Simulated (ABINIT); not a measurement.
# Quasiparticle gap of AlGaN2 (P-4m2) in ABINIT, part 3 of 3

Aim: the G0W0 gap of AlGaN2 (P-4m2) on LDA, step by step.

ABINIT 10.8.3; LDA and many-body steps on it, plane waves. Known limits of the many-body steps: not at the basis limit; no spin-orbit coupling; coarse k mesh.

So far. Step 3 (Bands along the symmetry lines): The gap is 2.872 eV, as in the run before at this level. Step 4 (Empty states on the mesh, 4×4×2 mesh, 49 bands): On this mesh the gap is 2.872 eV.

## (5) Screening, 4×4×2 mesh, 45 bands, screening to 106.1 eV

The RPA dielectric matrix is built and inverted for each q.

This step: RPA screening on LDA, plane waves, norm-conserving pseudopotentials.

File run.abi:

```
acell 3*1.0 Angstrom
rprim 
  3.140877048700 0.000000000000 0.000000000000
  0.000000000000 3.140877048700 0.000000000000
  0.000000000000 0.000000000000 4.423837940000
ntypat 3
znucl 13 31 7
natom 4
typat 1 2 3 3
xred 
  0.500000000000 0.500000000000 0.500000000000
  0.000000000000 0.000000000000 0.000000000000
  0.500000000000 0.000000000000 0.738264810000
  0.000000000000 0.500000000000 0.261735190000
pp_dirpath "pseudos"
pseudos "Al.upf, Ga.upf, N.upf"
ecut 45
ngkpt 4 4 2
nshiftk 1
shiftk 0 0 0
kptopt 1
chksymbreak 0
istwfk *1
occopt 1
irdwfk 1
optdriver 3
nband 45
ecuteps 3.9
inclvkb 2
awtr 1
symchi 1
indata_prefix "in"
outdata_prefix "out"
tmpdata_prefix "tmp"
```

Started as:

```sh
> OMP_NUM_THREADS=1 mpirun -n 4 abinit run.abi > log
```

Numbers of over 12 decimals in the logs are rounded to 6 here.

Output:

```text
.Version 10.8.3 of ABINIT. v10.8.2 released Aug 2026.

 Symmetries : space group P-4 m 2 (#115); Bravais tP (primitive tetrag.)
[... echo of the input left out ...]
== DATASET  1 ==================================================================
-   mpi_nproc: 4, omp_nthreads: 1 (-1 if OMP is not activated)

--- !DatasetInfo
iteration_state: {dtset: 1, }
dimensions: {natom: 4, nkpt: 12, mband: 45, nsppol: 1, nspinor: 1, nspden: 1, mpw: 4296, }
cutoff_energies: {ecut:  45.0, pawecutdg:  -1.0, }
electrons: {nelect:   3.40000000E+01, charge:   0.00000000E+00, occopt:   1.00000000E+00, tsmear:   1.00000000E-02, }

 SCREENING: Calculation of the susceptibility and dielectric matrices

 Based on a program developped by R.W. Godby, V. Olevano, G. Onida, and L. Reining.
 Incorporated in ABINIT by V. Olevano, G.-M. Rignanese, and M. Torrent.
.Using double precision arithmetic ; gwpc =  8

[... cell and pseudopotentials left out ...]
--------------------------------------------------------------------------------

 ==== K-mesh for the wavefunctions ====
 Number of points in the irreducible wedge :    12
[... list of points left out ...]
 Together with  8 symmetry operations and time-reversal symmetry
 yields    32 points in the full Brillouin Zone.

 ==== Q-mesh for the screening function ====
 Number of points in the irreducible wedge :    12
[... list of points left out ...]
 Together with  8 symmetry operations and time-reversal symmetry
 yields    32 points in the full Brillouin Zone.

 setmesh: FFT mesh size selected  =    24x   24x   36
          total number of points  =        20736

 vcoul_init : cutoff-mode = AUXILIARY_FUNCTION
 q-points for optical limit:   1
     1)      0.000010    0.000020    0.000030

- screening: taking advantage of time-reversal symmetry
- Maximum band index for partially occupied states nbvw = 17
- Remaining bands to be divided among processors   nbcw = 28
- Number of bands treated by each node ~7

 Number of electrons calculated from density =   34.0000; Expected =   34.0000
 average of density, n =  0.115447
 r_s =    1.2740
 omega_plasma =   32.7753 [eV]

 calculating chi0 at frequencies [eV] :
  1    0.000000E+00    0.000000E+00
  2    0.000000E+00    3.277527E+01

--------------------------------------------------------------------------------
  q-point number  1        q = ( 0.000000, 0.000000, 0.000000) [r.l.u.]
--------------------------------------------------------------------------------
[... chi0 elements left out ...]
 For q-point:  0.000010 0.000020 0.000030
  dielectric constant =   5.4366
  dielectric constant without local fields =   5.8815

  Average fulfillment of the sum rule on Im[epsilon] for q-point    1 :     26.37  [%]
[... wings left out ...]
  q-point number  2        q = ( 0.250000, 0.000000, 0.000000) [r.l.u.]
--------------------------------------------------------------------------------
[... chi0 elements left out ...]
  Average fulfillment of the sum rule on Im[epsilon] for q-point    2 :     36.96  [%]

 [... 10 further q-points ...]
```

Run time: 16 s. Hardware: 4 MPI ranks of Arm Neoverse V1, shared host; peak memory 0.73 GiB; 65 s of CPU time.

Numbers from this step:

| Property | Result |
| --- | --- |
| ε∞ with local fields, on this mesh, along the program's q direction | 5.437 |
| the same without local fields | 5.881 |
| plasma frequency | 32.78 eV |
| plane waves in the screening matrix | 107 |

Local fields lower ε∞ by 8 %. On a Γ-centred mesh this coarse the value itself is usually too large, while a short band sum pulls it down.

## (6) Self-energy, 4×4×2 mesh, 45 bands, screening to 106.1 eV

The self-energy is evaluated for the states that the input lists, and the levels follow from it, in one-shot runs by the linearised quasiparticle equation.

This step: G0W0 on LDA, plane waves, norm-conserving pseudopotentials.

run.abi, as its differences from that of step 5:

```diff
@@ -25,8 +25,15 @@
 irdwfk 1
-optdriver 3
+optdriver 4
 nband 45
+gwcalctyp 0
+ecutsigx 45
+symsigma 1
+nkptgw 1
+kptgw 
+  0.0000000000 0.0000000000 0.0000000000
+bdgw 
+  16 19
 ecuteps 3.9
-inclvkb 2
-awtr 1
-symchi 1
+irdscr 1
+ppmodel 1
 indata_prefix "in"
```

Output:

```text
.Version 10.8.3 of ABINIT. v10.8.2 released Aug 2026.

 Symmetries : space group P-4 m 2 (#115); Bravais tP (primitive tetrag.)
[... echo of the input left out ...]
== DATASET  1 ==================================================================
-   mpi_nproc: 4, omp_nthreads: 1 (-1 if OMP is not activated)

--- !DatasetInfo
iteration_state: {dtset: 1, }
dimensions: {natom: 4, nkpt: 12, mband: 45, nsppol: 1, nspinor: 1, nspden: 1, mpw: 4296, }
cutoff_energies: {ecut:  45.0, pawecutdg:  -1.0, }
electrons: {nelect:   3.40000000E+01, charge:   0.00000000E+00, occopt:   1.00000000E+00, tsmear:   1.00000000E-02, }

 SIGMA: Calculation of the GW corrections

 Based on a program developped by R.W. Godby, V. Olevano, G. Onida, and L. Reining.
 Incorporated in ABINIT by V. Olevano, G.-M. Rignanese, and M. Torrent.
.Using double precision arithmetic ; gwpc =  8

[... cell and pseudopotentials left out ...]
--------------------------------------------------------------------------------

 ==== K-mesh for the wavefunctions ====
 Number of points in the irreducible wedge :    12
[... list of points left out ...]
 Together with  8 symmetry operations and time-reversal symmetry
 yields    32 points in the full Brillouin Zone.

 ==== Q-mesh for screening function ====
 Number of points in the irreducible wedge :    12
[... list of points left out ...]
 Together with  8 symmetry operations and time-reversal symmetry
 yields    32 points in the full Brillouin Zone.

 vcoul_init : cutoff-mode = AUXILIARY_FUNCTION
 q-points for optical limit:   1
     1)      0.000010    0.000020    0.000030
 setmesh: FFT mesh size selected  =    36x   36x   54
          total number of points  =        69984

 Number of electrons calculated from density =   34.0000; Expected =   34.0000
 average of density, n =  0.115447
 r_s =    1.2740
 omega_plasma =   32.7753 [eV]

 === KS Band Gaps ===
  >>>> For spin  1
   Minimum direct gap =   2.8720 [eV], located at k-point      :   0.0000  0.0000  0.0000
   Fundamental gap    =   2.8720 [eV], Top of valence bands at :   0.0000  0.0000  0.0000
                                       Bottom of conduction at :   0.0000  0.0000  0.0000
 SIGMA fundamental parameters:
 PLASMON POLE MODEL  1
 number of plane-waves for SigmaX                 4201
 number of plane-waves for SigmaC and W            107
 number of plane-waves for wavefunctions          4201
 number of bands                                    45
 number of independent spin polarizations            1
 number of spinorial components                      1
 number of k-points in IBZ                          12
 number of q-points in IBZ                          12
 number of symmetry operations                       8
 number of k-points in BZ                           32
 number of q-points in BZ                           32
 number of frequencies for dSigma/dE                 9
 frequency step for dSigma/dE [eV]                0.25
 number of omega for Sigma on real axis              0
 max omega for Sigma on real axis  [eV]           0.00
 zcut for avoiding poles [eV]                     0.10

 EPSILON^-1 parameters (SCR file):
 dimension of the eps^-1 matrix on file            107
 dimension of the eps^-1 matrix used               107
 number of plane-waves for wavefunctions          4201
 number of bands                                    45
 number of q-points in IBZ                          12
 number of frequencies                               2
 number of real frequencies                          1
 number of imag frequencies                          1

 matrix elements of self-energy operator (all in [eV])

 Perturbative Calculation

--- !SelfEnergy_ee
iteration_state: {dtset: 1, }
kpoint     : [   0.000,    0.000,    0.000, ]
spin       : 1
KS_gap     :    2.872
QP_gap     :    4.172
Delta_QP_KS:    1.300
data: !SigmaeeData |
     Band     E0 <VxcDFT>   SigX SigC(E0)      Z dSigC/dE  Sig(E)    E-E0       E
       16   6.057 -17.927 -21.690   3.723   0.795  -0.258 -17.959  -0.032   6.025
       17   6.057 -17.927 -21.690   3.723   0.795  -0.258 -17.959  -0.032   6.025
       18   8.929 -13.963  -9.273  -3.144   0.820  -0.220 -12.695   1.267  10.196
       19   9.588 -11.842  -7.310  -3.283   0.835  -0.197 -10.799   1.043  10.631

== END DATASET(S) ==============================================================
================================================================================

 -outvars: echo values of variables after computation  --------
           etotal      0.0000000000E+00
            nband          45
             nkpt          12
          spgroup         115
 [... the other variables as echoed above ...]

 Calculation completed.
```

Elapsed: 4 s, on 4 MPI ranks; peak memory 0.34 GiB.

This step gave:

* G0W0 gap on the points computed: 4.171 eV
* starting gap on the mesh: 2.872 eV
* k of the valence top: 0, 0, 0
* k of the conduction bottom: 0, 0, 0
* Z at the valence top: 0.795
* Z at the conduction bottom: 0.82
* least direct G0W0 gap on the computed points: 4.171 eV

The gap on the mesh goes from 2.87 eV to 4.17 eV, a correction of +1.30 eV.

Limits: finite bands, cutoff and mesh; no spin-orbit coupling; coarse k mesh. v1 is the top filled band, c1 the lowest empty one. Levels before and after the correction, in eV, zero at the valence-band top of each column:

```tsv
	conduction bottom	valence top
Kohn-Sham	2.87	0.00
G0W0	4.17	0.00
```

```tsv
	level	energy (eV)
Kohn-Sham	Γ v2-v1	0.000
Kohn-Sham	Γ c1	2.872
Kohn-Sham	Γ c2	3.531
G0W0	Γ v2-v1	0.000
G0W0	Γ c1	4.171
G0W0	Γ c2	4.606
```

## (7) Where the time went

Times are wall times on 4 MPI ranks of Arm Neoverse V1, shared host, good to a factor of about two.

```tsv
step	time	share	memory (GiB)
ground state	44 s	35 %	0.34
bands along the symmetry lines	46 s	36 %	0.37
empty states on the mesh	16 s	12 %	0.29
screening	16 s	13 %	0.73
self-energy	4 s	3 %	0.34
```

## (8) Results

| Property | Result |
| --- | --- |
| LDA gap | 2.87 eV, direct |
| G0W0 gap on the mesh | 4.17 eV |
| GW settings | 4×4×2 mesh, 45 bands, screening to 106.1 eV, Godby-Needs plasmon pole |
| known limits | not at the basis limit; no spin-orbit coupling; coarse k mesh |

G0W0 moves the gap on the mesh from 2.87 eV to 4.17 eV (+1.30 eV), with Z of 0.80 and 0.82 at the edges. Local fields lower the RPA ε∞ on this mesh from 5.88 to 5.44; a Γ-centred mesh this coarse tends to raise both, most where the direct gap is narrow, while a short band sum lowers them. Only 1 of the mesh's irreducible points was corrected, so a valley elsewhere could overtake. Bands and cutoff are finite, so the gap is not at the basis limit. The miss can reach some tenths of an eV and take either sign; the mesh is an error of its own. In the G0W0 run levels were corrected at 1 k point alone, so a gap called «on the mesh» is the least over those, and an edge elsewhere would be missed. The 4×4×2 mesh is coarse for this cell, which bears on the long-range parts of exchange and screening. The many-body steps are scalar-relativistic: spin-orbit coupling is not in them.

[Paths, hosts, dates, memory and timing lines, banners, echoed tables and standing remarks are left out of the program output.]

[Logs are printed without paths, hosts, clocks, repeated set-up lines and the standing remarks that a program may print on its own settings, such as how far it seeks lower states.]

[Runs of the session that timed out or met a known fault of the program may be left out.]

[Hosts, paths, dates, database ids (printed as entryN), source tags and the programs' standing remarks are cut or masked in the printed files.]

[G0W0 gaps are taken among the corrected bands and points alone; a level outside them can change the order at an edge.]

[Where Ansatz stands beside ABINIT at settings called matched, ABINIT's density can come from a denser mesh and the files from another edition; pairs whose starting gaps differed by over 0.03 eV were left out, so agreement reads better than it is.]
